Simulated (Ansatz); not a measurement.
# What CsZnH3 (model cell, started as cubic perovskite with Zn in the octahedra) distorts into

Which phase does CsZnH3 (model cell, started as cubic perovskite with Zn in the octahedra) fall into along its unstable mode, and how much energy does it gain?

Program: Ansatz 0.2.0. Level of theory: DFT r2SCAN, scalar-relativistic, plane waves, PAW; PAW set soft_1. Results are calculated unless marked as measured.

Most raw output is cut from this account.

The structure was built from a prototype and need not be the compound's stable phase.

## Step 1: Set-up

Symmetry: Pm-3m, No. 221, cubic system. The conventional cell has a = 4.091 Å, b = 4.091 Å, c = 4.091 Å, α = 90.00°, β = 90.00°, γ = 90.00°. Cs has 12 H at 2.89 Å nearest. Nearest to Zn lie 6 H at 2.05 Å. Nearest to H lie 2 Zn at 2.05 Å and 4 Cs at 2.89 Å and 8 H at 2.89 Å. Farther neighbours are not listed.

## Step 2: The dispersion

The cell comes from relaxations at this level that are not shown. Stability and thermal properties need the whole zone. Linear response on a 2×2×2 q mesh gives force constants as far as a supercell of that size would.

The input, input.yaml:

```yaml
crystal:
  lattice:
    - [4.0907575584, 0.0, 0.0]
    - [0.0, 4.0907575584, 0.0]
    - [0.0, 0.0, 4.0907575584]
  atoms:
    - { symbol: Cs, position: [0.0, 0.0, 0.0] }
    - { symbol: Zn, position: [0.5, 0.5, 0.5] }
    - { symbol: H, position: [0.5, 0.5, 0.0] }
    - { symbol: H, position: [0.5, 0.0, 0.5] }
    - { symbol: H, position: [0.0, 0.5, 0.5] }
kpoints:
  mp_grid: { grid: [12, 12, 12] }
hamiltonian:
  xc: r2scan
  pseudopotentials: { kind: paw, azcp: { folder: soft_1 } }
scf:
  occupations: { method: methfessel_paxton, width: 0.2 }
output:
  eigenvalues: true
phonons:
  method: dfpt
  qmesh: [2, 2, 2]
  temperatures: { t_max: 1000, t_step: 50 }
  qpath:
    path:
      - [[0.0, 0.0, 0.0], [0.0, 0.5, 0.0], [0.5, 0.5, 0.0], [0.0, 0.0, 0.0], [0.5, 0.5, 0.5], [0.0, 0.5, 0.0]]
      - [[0.5, 0.5, 0.5], [0.5, 0.5, 0.0]]
    npoints: 10
```

The run is started by

```console
ansatz run input.yaml --threads 4 --pin off --max-ram 16384MiB --backend cpu --events-out ev --progress --plain --runs-dir out
```

Wall time 17 min (4 threads of Arm Neoverse V1, shared host); peak memory 4 GiB.

This step gave:

* volume per atom: 13.69 Å³
* gap on the k-mesh: 0 eV
* sum-rule residual before enforcement: 6.94e-5 eV/Å²
* lowest frequency on the path: -1196 cm⁻¹
* point group: m-3m
* highest frequency on the path or at a solved wavevector: 974.6 cm⁻¹
* highest optical mode at the zone centre (no LO-TO term): 912 cm⁻¹
* lowest optical zone-centre mode: -374.5 cm⁻¹
* lowest mode on the q mesh (acoustic modes at Γ apart): -1196 cm⁻¹

Frequencies (cm⁻¹) solved at each irreducible wavevector; negative means imaginary. Frequencies by wavevector, by row:

```
q in reciprocal lattice units  star  mode 1  mode 2  mode 3  mode 4  mode 13  mode 14  mode 15
                        0 0 0     1  -374.5  -374.5  -374.5       0      912      912      912
                     0 0 -0.5     3  -349.3  -349.3      94      94    909.4    909.4    958.9
                  0 -0.5 -0.5     3   -1196  -258.4    61.4    61.4    877.6    877.6    974.6
               -0.5 -0.5 -0.5     1   -1093   -1093     102     102    926.8    926.8    926.8
```

Interpolated from a 2×2×2 q mesh, rough between the solved points. Phonon branches along the path, in cm⁻¹:

```
    point  branch 1  branch 2  branch 3  branch 4  branch 12  branch 13  branch 14  branch 15
        Γ      -374      -374      -374         0        836        912        912        912
  halfway      -362      -362      -184        63        869        908        908        936
        X      -349      -349        94        94        900        909        909        959
  halfway      -938      -300        24        73        895        900        901        956
        M     -1196      -258        61        61        876        878        878        975
  halfway      -759      -330       -50        33        888        896        898        953
        Γ      -374      -374      -374         0        836        912        912        912
  halfway      -760      -760       -24        65        850        911        911        966
        R     -1093     -1093       102       102        814        927        927        927
  halfway      -977      -761        34        77        845        924        931        941
        X      -349      -349        94        94        900        909        909        959
jump to R     -1093     -1093       102       102        814        927        927        927
  halfway     -1145      -825        82        82        824        915        915        951
        M     -1196      -258        61        61        876        878        878        975
```

Symmetry leaves 4 wavevectors to solve. The lowest mode among them, the acoustic zeros apart, lies at q = (0, -0.5, -0.5) and is imaginary, 1195.7i cm⁻¹, so the energy falls along it.

## Step 3: The mode frozen in, largest atomic shift 0 Å

The mode followed lies at q = (-0.5, -0.5, -0.5) with frequency 1092.8i cm⁻¹ and is 2-fold degenerate, one of the unstable modes though not the softest. At small amplitude the distorted cell has space group no. 139 by a symmetry search on the positions. The undistorted cell that holds it gives the zero of energy on the same k mesh.

System of this step: CsZnH3 (model cell, started as cubic perovskite with Zn in the octahedra). Symmetry: Pm-3m, No. 221, cubic system. Conventional cell: a = 4.091 Å, b = 4.091 Å, c = 4.091 Å, α = 90.00°, β = 90.00°, γ = 90.00°. Cs has 12 H at 2.89 Å nearest. Zn has 6 H at 2.05 Å nearest. Nearest to H lie 2 Zn at 2.05 Å and 4 Cs at 2.89 Å and 8 H at 2.89 Å. Farther neighbours are not listed.

The input, input.yaml:

```yaml
crystal:
  lattice:
    - [4.0907575584, 4.0907575584, 0.0]
    - [4.0907575584, 0.0, 4.0907575584]
    - [4.0907575584, 0.0, -4.0907575584]
  atoms:
    - { symbol: Cs, position: [0.0, 0.0, 0.0] }
    - { symbol: Cs, position: [0.0, 0.5, 0.5] }
    - { symbol: Zn, position: [0.5, 0.25, 0.75] }
    - { symbol: Zn, position: [0.5, 0.75, 0.25] }
    - { symbol: H, position: [0.5, 0.0, 0.0] }
    - { symbol: H, position: [0.5, 0.5, 0.5] }
    - { symbol: H, position: [0.0, 0.5, 0.0] }
    - { symbol: H, position: [0.0, 0.0, 0.5] }
    - { symbol: H, position: [0.5, 0.0, 0.5] }
    - { symbol: H, position: [0.5, 0.5, 0.0] }
kpoints:
  mp_grid: { grid: [10, 10, 10] }
hamiltonian:
  xc: r2scan
  pseudopotentials: { kind: paw, azcp: { folder: soft_1 } }
scf:
  occupations: { method: methfessel_paxton, width: 0.2 }
output:
  forces: true
  stress: true
  eigenvalues: true
```

Elapsed: 11 s, on 4 threads; peak memory 0.94 GiB.

Numbers from this step:

- pressure: -0.006243 GPa
- energy from the undistorted cell: 0 meV/atom

The run ends at a pressure of -0.01 GPa.

## Step 4: The mode frozen in, largest atomic shift 0.45 Å

The atoms are moved along the unstable eigenvector, the largest shift by 0.45 Å, with the cell fixed.

input.yaml, the sections that differ from step 3:

```yaml
crystal:
  lattice:
    - [4.0907575584, 4.0907575584, 0.0]
    - [4.0907575584, 0.0, 4.0907575584]
    - [4.0907575584, 0.0, -4.0907575584]
  atoms:
    - { symbol: Cs, position: [0.0, 0.0, 0.0] }
    - { symbol: Cs, position: [0.0, 0.5, 0.5] }
    - { symbol: Zn, position: [0.5, 0.25, 0.75] }
    - { symbol: Zn, position: [0.5, 0.75, 0.25] }
    - { symbol: H, position: [0.5, 0.0275010187, -0.0275010187] }
    - { symbol: H, position: [0.5, 0.4724989813, 0.5275010187] }
    - { symbol: H, position: [-0.1100040747, 0.5550020373, 0.0550020373] }
    - { symbol: H, position: [0.1100040747, -0.0550020373, 0.4449979627] }
    - { symbol: H, position: [0.5, 0.0275010187, 0.5275010187] }
    - { symbol: H, position: [0.5, 0.4724989813, -0.0275010187] }
# kpoints, hamiltonian, scf, output: as in step 3
```

The job ended after 22 s (4 threads; peak memory 1.1 GiB; 85 s of CPU time).

This step gave:

| Property | Result |
| --- | --- |
| pressure | 3.282 GPa |
| gap on the k-mesh | 0.7577 eV |
| energy from the undistorted cell | -62.65 meV/atom |

The energy, extrapolated to zero smearing, is -62.65 meV/atom against the undistorted cell.

The run ends at a pressure of 3.28 GPa, with forces up to 0.23 eV/Å.

## Step 5: Energy along the mode, all amplitudes (two of the runs are shown above)

An imaginary frequency means negative curvature, so the energy should fall and then rise again as anharmonic terms take over.

This step gave:

```
depth at the lowest point sampled  : 62.65 meV/atom
largest atomic shift at that point : 0.45 Å
```

The energy from the parent by largest atomic shift:

```
largest atomic shift (Å)  energy from the parent (meV/atom)
                   0.000                                  0
                   0.040                              -1.10
                   0.080                              -4.29
                   0.140                              -12.3
                   0.220                              -26.9
                   0.320                              -46.4
                   0.450                              -62.7
                   0.600                              -41.6
```

Displacement at unit largest shift by atom:

```
atom  x (Å)  y (Å)  z (Å)  size
 Cs1   0.00   0.00   0.00  0.00
 Cs2   0.00   0.00   0.00  0.00
 Zn3   0.00   0.00   0.00  0.00
 Zn4   0.00   0.00   0.00  0.00
  H5   0.00   0.00   0.50  0.50
  H6   0.00   0.00  -0.50  0.50
  H7   0.00  -1.00   0.00  1.00
  H8   0.00   1.00   0.00  1.00
  H9   0.50   0.00   0.00  0.50
 H10  -0.50   0.00   0.00  0.50
```

The lowest of the steps tried is at 0.45 Å, 62.7 meV/atom below the parent; the bottom of the well need not coincide with a step.

## Step 6: Relaxation from the frozen mode

Starting from the lowest point found, all atoms and the cell are let go, so that strain and other modes of the same symmetry can join in.

input.yaml, as its differences from that of step 4:

```diff
@@ -27 +27,6 @@
   eigenvalues: true
+relax:
+  adjacent_minimum: "off"
+  f_tol: 0.002
+  max_steps: 120
+  cell: { stress_tol: 0.03 }
```

Elapsed: 3.1 min, on 4 threads; peak memory 1.2 GiB.

Step by step:

```
step  energy less that of the first step (eV)  largest force component (eV/Å)  pressure (GPa)  volume (Å³)
   1                                   0.0000                          0.2344            3.28       136.91
   2                                  -0.2201                          0.1828            0.06       152.73
   3                                  -0.2352                          0.0893            0.51       153.94
   4                                  -0.2388                          0.0154            0.11       155.99
   5                                  -0.2390                          0.0049            0.00       156.69
   6                                  -0.2391                          0.0073           -0.01       156.66
   7                                  -0.2391                          0.0002            0.00       156.64
  8*                                  -0.2456                          0.0010            0.04       156.64
   9                                  -0.2456                          0.0001            0.00       156.92
 10*                                  -0.2457                          0.0001            0.00       156.92
```

Relaxation steps marked * repeat the geometry before them on a plane-wave basis chosen anew for their cell, so energy and pressure can jump there.

Forces are held to the 16 operations that the run works with; a distortion that breaks them can't arise in this run.

```
conventional cell, symmetrised  before  after   change
                         a (Å)   5.785  5.971   +3.2 %
                         b (Å)   5.785  5.971   +3.2 %
                         c (Å)   8.182  8.804   +7.6 %
              volume (Å³/atom)   13.69  15.69  +14.6 %
```

The atoms that moved most (Å, as changes of fractional coordinates times the final cell):

```
atom      dx      dy      dz  length
  H7   0.000  -0.140   0.000   0.140
  H8   0.000   0.140   0.000   0.140
  H5   0.000   0.000   0.102   0.102
  H9   0.102   0.000   0.000   0.102
  H6   0.000   0.000  -0.102   0.102
 H10  -0.102   0.000   0.000   0.102
```

Numbers from this step:

```yaml
pressure: 0.002024 GPa
volume_per_atom: 15.69 Å³
gap_on_the_k_mesh: 1.047 eV
```

The distorted start has space group I4/mmm; the relaxation ends in I4/mmm.

## Step 7: The new phase in its own primitive cell

The relaxed structure is symmetrised, reduced to its primitive cell and relaxed tightly, as its phonons need.

The input, input.yaml:

```yaml
crystal:
  lattice:
    - [-2.9852846335, 2.9852846335, 4.4019992066]
    - [2.9852846335, -2.9852846335, 4.4019992066]
    - [2.9852846335, 2.9852846335, -4.4019992066]
  atoms:
    - { symbol: Cs, position: [0.75, 0.25, 0.5] }
    - { symbol: Cs, position: [0.25, 0.75, 0.5] }
    - { symbol: Zn, position: [0.0, 0.0, 0.0] }
    - { symbol: Zn, position: [0.5, 0.5, 0.0] }
    - { symbol: H, position: [0.7896070385, 0.2103929615, 0.0] }
    - { symbol: H, position: [0.2103929615, 0.7896070385, 0.0] }
    - { symbol: H, position: [0.6790702986, 0.6790702986, 0.0] }
    - { symbol: H, position: [0.3209297014, 0.3209297014, 0.0] }
    - { symbol: H, position: [0.2103929615, 0.2103929615, 0.4207859231] }
    - { symbol: H, position: [0.7896070385, 0.7896070385, 0.5792140769] }
kpoints:
  mp_grid: { grid: [6, 6, 6] }
hamiltonian:
  xc: r2scan
  pseudopotentials: { kind: paw, azcp: { folder: soft_1 } }
scf:
  occupations: { method: fixed }
output:
  forces: true
  stress: true
  eigenvalues: true
relax:
  adjacent_minimum: "off"
  f_tol: 0.001
  max_steps: 60
  cell: { stress_tol: 0.01 }
```

It took 16 s on 4 threads; peak memory 0.95 GiB; 60 s of CPU time.

Little changed from the start: no atom moved by 0.005 Å and no cell edge by 0.1 %.

This step gave:

* pressure: 0.002270 GPa
* direct gap on mesh: 1.490 eV

The largest force component left is 0.080 meV/Å and the pressure is 0.002 GPa, within the tolerances set. The cell now holds 15.69 Å³/atom.

(Continued in part 2 of 2.)

[Logs are printed without paths, hosts, clocks, repeated set-up lines and the standing remarks that a program may print on its own settings, such as how far it seeks lower states.]

[Hosts, paths, dates, database ids (printed as entryN), source tags and the programs' standing remarks are cut or masked in the printed files.]
